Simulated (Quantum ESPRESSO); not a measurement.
# Ta (P6_3/mmc): from the cell to the phonon bands, part 2 of 3

How does Ta (P6_3/mmc) vibrate, and is this structure a minimum?

Quantum ESPRESSO 7.5; DFT LDA, scalar-relativistic, plane waves, PseudoDojo norm-conserving pseudopotentials.

So far. Step 2 (A first look): No gap opens on this mesh, so smearing is kept; the start stands at -13 GPa. Step 4 (Ground state): The cell stands at -0.045 GPa, close enough for phonons. The relaxed cell has a = 2.830, c = 5.059 Å (conventional setting).

This is not the structure that Ta takes at ambient pressure and room temperature (bcc); it is a model or a phase of other conditions.

**5. Linear response on the mesh**

Linear response treats each wavevector in the unit cell, with no supercell; the 2×2×2 mesh fixes the range of the force constants to be had.

ph.in

```
phonons
&inputph
   prefix = 'x'
   outdir = './tmp'
   fildyn = 'x.dyn'
   tr2_ph = 1.0d-18
   alpha_mix(1) = 0.4
   nmix_ph = 8
   ldisp = .true.
   nq1 = 2
   nq2 = 2
   nq3 = 2
/
```

Run with:

```sh
$ OMP_NUM_THREADS=1 mpirun -n 4 ph.x -nk 4 -in ph.in > ph.out
```

Numbers of over 12 decimals in the logs are rounded to 6 here.

Log:

```text
[banners, grids, parts of the stress and lines that vanish by symmetry left out]
[banner, memory and clock lines left out]
Program PHONON v.7.5

     ./tmp/x.save/

     IMPORTANT: XC functional enforced from input :
     Exchange-correlation= PW
                           (   1   4   0   0   0   0   0)
     Any further DFT definition will be discarded
     Please, verify this is what you really want

     G-vector sticks info

     Reading collected, re-writing distributed wavefunctions in ./tmp/

     Dynamical matrices for ( 2, 2, 2)  uniform grid of q-points
     (   4 q-points):
       N         xq(1)         xq(2)         xq(3)
       1   0.000000000   0.000000000   0.000000000
       2   0.000000000   0.000000000  -0.279736615
       3   0.000000000  -0.577350269   0.000000000
       4   0.000000000  -0.577350269  -0.279736615

     Number and degeneracy of irreps per q-point
       N         xq(1)         xq(2)         xq(3)   N irreps
       1   0.000000000   0.000000000   0.000000000       4
        1   2   1   2
       2   0.000000000   0.000000000  -0.279736615       2
        2   4
       3   0.000000000  -0.577350269   0.000000000       6
     No degeneracy
       4   0.000000000  -0.577350269  -0.279736615       3
        2   2   2

     Calculation of q =    0.0000000   0.0000000   0.0000000

     phonons

     bravais-lattice index     =            4
     lattice parameter (alat)  =       5.3483  a.u.
     unit-cell volume          =     236.8061 (a.u.)^3
     number of atoms/cell      =            2
     number of atomic types    =            1
     kinetic-energy cut-off    =      64.0000  Ry
     charge density cut-off    =     256.0000  Ry
     convergence threshold     =      1.0E-18
     beta                      =       0.4000
     number of iterations used =            8
     Exchange-correlation= PW
                           (   1   4   0   0   0   0   0)

     celldm(1)=    5.34828  celldm(2)=    0.00000  celldm(3)=    1.78740
     celldm(4)=    0.00000  celldm(5)=    0.00000  celldm(6)=    0.00000

     crystal axes: (cart. coord. in units of alat)
               a(1) = (  1.0000  0.0000  0.0000 )
               a(2) = ( -0.5000  0.8660  0.0000 )
               a(3) = (  0.0000  0.0000  1.7874 )

     reciprocal axes: (cart. coord. in units 2 pi/alat)
               b(1) = (  1.0000  0.5774 -0.0000 )
               b(2) = (  0.0000  1.1547  0.0000 )
               b(3) = (  0.0000 -0.0000  0.5595 )

     Atoms inside the unit cell:

     Cartesian axes

     site n.  atom      mass           positions (alat units)
        1  Ta    180.9479   tau(    1) = (    0.50000    0.28868    1.34055  )
        2  Ta    180.9479   tau(    2) = (   -0.00000    0.57735    0.44685  )

     Computing dynamical matrix for
                    q = (   0.0000000   0.0000000   0.0000000 )

     25 Sym.Ops. (with q -> -q+G )

     G cutoff =  185.4846  (  16435 G-vectors)     FFT grid: ( 27, 27, 50)

     number of k points=   150  Marzari-Vanderbilt smearing, width (Ry)=  0.0200

     PseudoPot. # 1 for Ta read from file:
     ./pseudo/Ta.upf
     Pseudo is Norm-conserving + core correction, Zval = 13.0
     Using radial grid of 1432 points,  8 beta functions with:
                l(1) =   0
                l(2) =   0
                l(3) =   1
                l(4) =   1
                l(5) =   2
                l(6) =   2
                l(7) =   3
                l(8) =   3

     Mode symmetry, D_6h(6/mmm) point group:

     Atomic displacements:
     There are    4 irreducible representations

     Representation     1      1 modes -  To be done

     Representation     2      2 modes -  To be done

     Representation     3      1 modes -  To be done

     Representation     4      2 modes -  To be done

     Alpha used in Ewald sum =   2.4000

     Representation #   1 mode #   1

     Self-consistent Calculation
      iter #   1   av.it.:   8.1
      thresh= 1.000E-02 alpha_mix =  0.400 |ddv_scf|^2 =  1.144E-03
      iter #   2   av.it.:   9.4
      thresh= 3.383E-03 alpha_mix =  0.400 |ddv_scf|^2 =  5.161E-04
      iter #   3   av.it.:   8.7
      thresh= 2.272E-03 alpha_mix =  0.400 |ddv_scf|^2 =  9.903E-08
      iter #   4   av.it.:  10.3
      thresh= 3.147E-05 alpha_mix =  0.400 |ddv_scf|^2 =  7.155E-09
      iter #   5   av.it.:  10.2
      thresh= 8.458E-06 alpha_mix =  0.400 |ddv_scf|^2 =  3.880E-10
      iter #   6   av.it.:  10.7
      thresh= 1.970E-06 alpha_mix =  0.400 |ddv_scf|^2 =  1.662E-12
      iter #   7   av.it.:  10.1
      thresh= 1.289E-07 alpha_mix =  0.400 |ddv_scf|^2 =  1.245E-13
      iter #   8   av.it.:  10.4
      thresh= 3.528E-08 alpha_mix =  0.400 |ddv_scf|^2 =  2.571E-15
      iter #   9   av.it.:  10.6
      thresh= 5.070E-09 alpha_mix =  0.400 |ddv_scf|^2 =  1.461E-18
      iter #  10   av.it.:  10.6
      thresh= 1.209E-10 alpha_mix =  0.400 |ddv_scf|^2 =  3.588E-19

     End of self-consistent calculation

     Convergence has been achieved

     Representation #   2 modes #   2   3

     Self-consistent Calculation
      iter #   1   av.it.:   7.1
      thresh= 1.000E-02 alpha_mix =  0.400 |ddv_scf|^2 =  2.746E-06
      iter #   2   av.it.:  10.5
      thresh= 1.657E-04 alpha_mix =  0.400 |ddv_scf|^2 =  3.076E-07
      iter #   3   av.it.:  10.9
      thresh= 5.547E-05 alpha_mix =  0.400 |ddv_scf|^2 =  2.770E-09
      iter #   4   av.it.:  11.9
      thresh= 5.263E-06 alpha_mix =  0.400 |ddv_scf|^2 =  2.258E-11
[...]
End of self-consistent calculation

     Convergence has been achieved

     Representation #   3 mode #   4

     Self-consistent Calculation
[...]
End of self-consistent calculation

     Convergence has been achieved

     Representation #   4 modes #   5   6

     Self-consistent Calculation
[...]
End of self-consistent calculation

     Convergence has been achieved

     Number of q in the star =    1
     List of q in the star:
          1   0.000000000   0.000000000   0.000000000

     Diagonalizing the dynamical matrix

     q = (    0.000000000   0.000000000   0.000000000 )

 **************************************************************************
     freq (    1) =      -1.647985 [THz] =     -54.970847 [cm-1]
     freq (    2) =      -1.647985 [THz] =     -54.970847 [cm-1]
     freq (    3) =       0.016249 [THz] =       0.542015 [cm-1]
     freq (    4) =       0.020577 [THz] =       0.686359 [cm-1]
     freq (    5) =       0.020577 [THz] =       0.686359 [cm-1]
     freq (    6) =       5.826231 [THz] =     194.342136 [cm-1]
 **************************************************************************

     Mode symmetry, D_6h(6/mmm) point group:

     freq (   1-   2) =        -55.0  [cm-1]   --> E_2g            R
     freq (   3-   3) =          0.5  [cm-1]   --> A_2u            I
     freq (   4-   5) =          0.7  [cm-1]   --> E_1u            I
     freq (   6-   6) =        194.3  [cm-1]   --> B_1g

     Calculation of q =    0.0000000   0.0000000  -0.2797366
     [... set-up and bands at k+q left out ...]

     Atomic displacements:
     There are    2 irreducible representations

     Representation     1      2 modes -  To be done

     Representation     2      4 modes -  To be done

     Message from routine init_vloc:
     Interpolation table for Vloc re-allocated

     Alpha used in Ewald sum =   2.4000

     Representation #   1 modes #   1   2

     Self-consistent Calculation

[...]
End of self-consistent calculation

     Convergence has been achieved

     Representation #   2 modes #   3   4   5   6

     Self-consistent Calculation

[...]
End of self-consistent calculation

     Convergence has been achieved

     Number of q in the star =    1
     List of q in the star:
          1   0.000000000   0.000000000  -0.279736615

     Diagonalizing the dynamical matrix

     q = (    0.000000000   0.000000000  -0.279736615 )

 **************************************************************************
     freq (    1) =      -1.296581 [THz] =     -43.249279 [cm-1]
     freq (    2) =      -1.296581 [THz] =     -43.249279 [cm-1]
     freq (    3) =      -1.296581 [THz] =     -43.249279 [cm-1]
     freq (    4) =      -1.296581 [THz] =     -43.249279 [cm-1]
     freq (    5) =       4.102046 [THz] =     136.829514 [cm-1]
     freq (    6) =       4.102046 [THz] =     136.829514 [cm-1]
 **************************************************************************

     Calculation of q =    0.0000000  -0.5773503   0.0000000
     [... set-up and bands at k+q left out ...]

     Mode symmetry, D_2h (mmm)  point group:

     Atomic displacements:
     There are    6 irreducible representations

     Representation     1      1 modes -  To be done

     Representation     2      1 modes -  To be done

     Representation     3      1 modes -  To be done

     Representation     4      1 modes -  To be done

     Representation     5      1 modes -  To be done

     Representation     6      1 modes -  To be done

     Alpha used in Ewald sum =   2.4000

     Representation #   1 mode #   1

     Self-consistent Calculation

[...]
End of self-consistent calculation

     Convergence has been achieved

     Representation #   2 mode #   2

     Self-consistent Calculation

[...]
End of self-consistent calculation

     Convergence has been achieved

     Representation #   3 mode #   3

     Self-consistent Calculation

[...]
End of self-consistent calculation

     Convergence has been achieved

     Representation #   4 mode #   4

     Self-consistent Calculation

[...]
End of self-consistent calculation

     Convergence has been achieved

     Representation #   5 mode #   5

     Self-consistent Calculation

[...]
End of self-consistent calculation

     Convergence has been achieved

     Representation #   6 mode #   6

     Self-consistent Calculation

[...]
End of self-consistent calculation

     Convergence has been achieved

     Number of q in the star =    3
     List of q in the star:
          1   0.000000000  -0.577350269   0.000000000
          2   0.500000000   0.288675135   0.000000000
          3  -0.500000000   0.288675135   0.000000000

     Diagonalizing the dynamical matrix

     q = (    0.000000000  -0.577350269   0.000000000 )

 **************************************************************************
     freq (    1) =       0.929210 [THz] =      30.995099 [cm-1]
     freq (    2) =       1.943089 [THz] =      64.814478 [cm-1]
     freq (    3) =       2.705172 [THz] =      90.234835 [cm-1]
     freq (    4) =       4.073502 [THz] =     135.877416 [cm-1]
     freq (    5) =       4.128977 [THz] =     137.727832 [cm-1]
     freq (    6) =       4.753978 [THz] =     158.575625 [cm-1]
 **************************************************************************

     Mode symmetry, D_2h (mmm)  point group:

     freq (   1-   1) =         31.0  [cm-1]   --> B_1g
     freq (   2-   2) =         64.8  [cm-1]   --> B_2g
     freq (   3-   3) =         90.2  [cm-1]   --> B_2u
     freq (   4-   4) =        135.9  [cm-1]   --> B_1u
     freq (   5-   5) =        137.7  [cm-1]   --> B_3u
     freq (   6-   6) =        158.6  [cm-1]   --> A_g

     Calculation of q =    0.0000000  -0.5773503  -0.2797366
     [... set-up and bands at k+q left out ...]

     Atomic displacements:
     There are    3 irreducible representations

     Representation     1      2 modes -  To be done

     Representation     2      2 modes -  To be done

     Representation     3      2 modes -  To be done

     Alpha used in Ewald sum =   2.4000

     Representation #   1 modes #   1   2

     Self-consistent Calculation

[...]
End of self-consistent calculation

     Convergence has been achieved

     Representation #   2 modes #   3   4

     Self-consistent Calculation

[...]
End of self-consistent calculation

     Convergence has been achieved

     Representation #   3 modes #   5   6

     Self-consistent Calculation

[...]
iter #   4   av.it.:  12.4
      thresh= 6.173E-06 alpha_mix =  0.400 |ddv_scf|^2 =  7.619E-11

      iter #   5   av.it.:  12.3
      thresh= 8.729E-07 alpha_mix =  0.400 |ddv_scf|^2 =  3.090E-12

      iter #   6   av.it.:  12.4
      thresh= 1.758E-07 alpha_mix =  0.400 |ddv_scf|^2 =  1.795E-13

      iter #   7   av.it.:  12.6
      thresh= 4.237E-08 alpha_mix =  0.400 |ddv_scf|^2 =  2.436E-15

      iter #   8   av.it.:  12.2
      thresh= 4.936E-09 alpha_mix =  0.400 |ddv_scf|^2 =  5.081E-17

      iter #   9   av.it.:  12.2
      thresh= 7.128E-10 alpha_mix =  0.400 |ddv_scf|^2 =  2.681E-18

      iter #  10   av.it.:  12.4
      thresh= 1.637E-10 alpha_mix =  0.400 |ddv_scf|^2 =  2.663E-21

     End of self-consistent calculation

     Convergence has been achieved

     Number of q in the star =    3
     List of q in the star:
          1   0.000000000  -0.577350269  -0.279736615
          2   0.500000000   0.288675135   0.279736615
          3  -0.500000000   0.288675135   0.279736615

     Diagonalizing the dynamical matrix

     q = (    0.000000000  -0.577350269  -0.279736615 )

 **************************************************************************
     freq (    1) =       1.777700 [THz] =      59.297690 [cm-1]
     freq (    2) =       1.777700 [THz] =      59.297690 [cm-1]
     freq (    3) =       2.943345 [THz] =      98.179435 [cm-1]
     freq (    4) =       2.943345 [THz] =      98.179435 [cm-1]
     freq (    5) =       4.986799 [THz] =     166.341720 [cm-1]
     freq (    6) =       4.986799 [THz] =     166.341720 [cm-1]
 **************************************************************************


[key lines of the parts left out:]
the Fermi energy is    19.0623 ev
```

The job ended after 43 min (4 MPI ranks of Arm Neoverse V2, shared host; 2.8 h of CPU time).

This step gave:

```yaml
largest_acoustic_frequency_at_the_zone_centre_before_the_sum_rule: 0.69 cm⁻¹
highest_optical_zone_centre_mode_no_lo_to_term: 194.3 cm⁻¹
lowest_optical_zone_centre_mode: -54.97 cm⁻¹
lowest_mode_on_the_q_mesh_acoustic_ones_at_the_zone_centre_apart: -54.97 cm⁻¹
```

Frequencies (cm⁻¹) at each irreducible wavevector; negative means imaginary. Frequencies by wavevector:

```csv
q (fractions),star,mode 1,mode 2,mode 3,mode 4,mode 5,mode 6
0 0 0,1,-54.97,-54.97,0.54,0.69,0.69,194.3
0 0 -0.5,1,-43.25,-43.25,-43.25,-43.25,136.8,136.8
0 -0.5 0,3,31,64.81,90.23,135.9,137.7,158.6
0 -0.5 -0.5,3,59.3,59.3,98.18,98.18,166.3,166.3
```

The acoustic modes at Γ come out as far as 0.7 cm⁻¹ from zero, where they should vanish, a small numerical error. The lowest optical mode is imaginary, 55i cm⁻¹, an instability at this level and on this k mesh.

**6. Force constants in real space**

The dynamical matrices of the mesh are Fourier-transformed to force constants in real space.

q2r.in

```
&input
   fildyn = 'x.dyn'
   zasr = 'crystal'
   flfrc = 'x.fc'
/
```

Run with:

```sh
$ q2r.x < q2r.in > q2r.out
```

Log:

```text
[banners, grids, parts of the stress and lines that vanish by symmetry left out]
[banner, memory and clock lines left out]
Program Q2R v.7.5

  reading grid info from file x.dyn0

  reading force constants from file x.dyn1
  Dielectric Tensor not found
  nqs=            1
 q=   0.00000000  0.00000000  0.00000000
  reading force constants from file x.dyn2
  nqs=            1
 q=   0.00000000  0.00000000 -0.27973662
  reading force constants from file x.dyn3
  nqs=            3
[...]
reading force constants from file x.dyn4
  nqs=            3
[...]
q=   0.50000000  0.28867514  0.27973662
 q=  -0.50000000  0.28867514  0.27973662

      q-space grid ok, #points =    8

      fft-check success (sum of imaginary terms < 10^-12)
```

Elapsed: 0.45 s, on 1 thread.

**7. Dispersion**

From the force constants any wavevector is cheap; points of the mesh come back as solved, but for the sum rule and, in polar crystals, the LO-TO term at Γ; the rest is interpolation.

matdyn.in

```
&input
   asr = 'crystal'
   flfrc = 'x.fc'
   flfrq = 'x.freq'
   flvec = 'x.modes'
   q_in_band_form = .true.
   q_in_cryst_coord = .true.
/
12
  0.0000000   0.0000000   0.0000000  12  ! GAMMA
  0.5000000  -0.0000000   0.0000000  12  ! M
  0.3333333   0.3333333   0.0000000  12  ! K
  0.0000000   0.0000000   0.0000000  12  ! GAMMA
  0.0000000   0.0000000   0.5000000  12  ! A
  0.5000000  -0.0000000   0.5000000  12  ! L
  0.3333333   0.3333333   0.5000000  12  ! H
  0.0000000   0.0000000   0.5000000   1  ! A
  0.5000000  -0.0000000   0.5000000  12  ! L
  0.5000000  -0.0000000   0.0000000   1  ! M
  0.3333333   0.3333333   0.5000000  12  ! H
  0.3333333   0.3333333   0.0000000   1  ! K
```

Run with:

```sh
$ matdyn.x -in matdyn.in > matdyn.out
```

Log:

```text
[banner, memory and clock lines left out]
Program MATDYN v.7.5

 mass for atomic type   1 not given; uses mass from file x.fc
 Norm of the difference between old and new effective charges:    0.000000

 Norm of the difference between old and new force-constants:   3.5243e-06

     Message from routine matdyn:
     Z* not found in file x.fc, TO-LO splitting at q=0 will be absent!
     Message from routine matdyn:
     Z* not found in file x.fc, TO-LO splitting at q=0 will be absent!

Note: The following floating-point exceptions are signalling: IEEE_UNDERFLOW_FLAG
```

The job ended after 0.45 s (1 thread).

This step gave:

```
lowest frequency on the path : -54.97 cm⁻¹
```

Matdyn.x, sum rule crystal. Phonon branches along the path, in cm⁻¹:

```csv
point,branch 1,branch 2,branch 3,branch 4,branch 5,branch 6
Γ,-55,-55,0,0,0,194
halfway,-30,26,63,88,113,172
M,31,65,90,136,138,159
halfway,69,76,106,127,132,153
K,101,102,102,123,123,142
halfway,34,49,55,107,119,165
Γ,-55,-55,0,0,0,194
halfway,-52,-52,-25,-25,74,179
A,-43,-43,-43,-43,137,137
halfway,29,29,96,96,134,134
L,59,59,98,98,166,166
halfway,79,79,105,105,159,159
H,84,84,129,129,143,143
halfway,52,52,100,100,136,136
A,-43,-43,-43,-43,137,137
jump to L,59,59,98,98,166,166
halfway,39,74,81,123,151,166
M,31,65,90,136,138,159
jump to H,84,84,129,129,143,143
halfway,91,91,111,135,135,139
K,101,102,102,123,123,142
```

The phonon branches as a text plot (rows in cm⁻¹):

```
    189 |***                *****
    179 |   *                    *
    168 |    *            **              **             ***
    158 |     *****      *        *      *  **            * *
    148 |      *   ******               *     *****        * *
    137 |     *****     *          *****           ******   * ***
    127 |    *    ********                     **          * *  *
    116 |     *     * *  **       *           *  *        *   *
    106 |    *     * * *  **           **    *    **     *     **
     96 |   *    ** ***    *             ****       **   *     **
     85 |  *   **   *  **        *    *       *****       *****
     75 |    **   **   ***                  **            **
     64 |   *   ** *     *  *        *     *       *     *  *
     54 |   *  *  *     * * *   *        **         * *  *
     44 | **  *          *   *         **                 *
     33 |    *  **        ** *                       *     **
     23 |** *  *           *  *                        *
     13 |* *                * **      *
      2 |**   *              **
     -8 |                      *    *
    -19 |    *              *   *    *
    -29 |                        *                    *
    -39 | ***               **    ***                  **
    -50 |**                  ******
         Γ       M   K         Γ   A       L   H        A|L M|H K
```

Force constants by pair (phonopy on the run's constants); pairs near half the supercell's span include their periodic images. Pair force constants, by row:

```
atom  neighbour  distance (Å)  third of the trace (eV/Å²)  along the pair's line (eV/Å²)
 Ta1     itself             0                       7.407                              –
 Ta1         Ta          2.83                      -1.329                         -5.895
 Ta1         Ta         3.011                     -0.6514                         -2.526
 Ta1         Ta         4.132                      0.1951                         0.1959
 Ta1         Ta         5.059                     -0.2155                        -0.0737
 Ta1         Ta         5.797                      0.1044                          0.156
 Ta2     itself             0                       7.407                              –
 Ta2         Ta          2.83                      -1.329                         -5.895
 Ta2         Ta         3.011                     -0.6514                         -2.526
 Ta2         Ta         4.132                      0.1951                         0.1959
 Ta2         Ta         5.059                     -0.2155                        -0.0737
 Ta2         Ta         5.797                      0.1044                          0.156
```

Mode patterns, pair constants, displacements and means over the zone were worked out by phonopy from the force constants of q2r.x.

The path dips to 55i cm⁻¹.

(Continued in part 3 of 3.)

[Host names and launcher messages were left out of these logs when they were recorded.]

[Logs are printed without paths, hosts, clocks, repeated set-up lines and the standing remarks that a program may print on its own settings, such as how far it seeks lower states.]

[Hosts, paths, dates, database ids (printed as entryN), source tags and the programs' standing remarks are cut or masked in the printed files.]
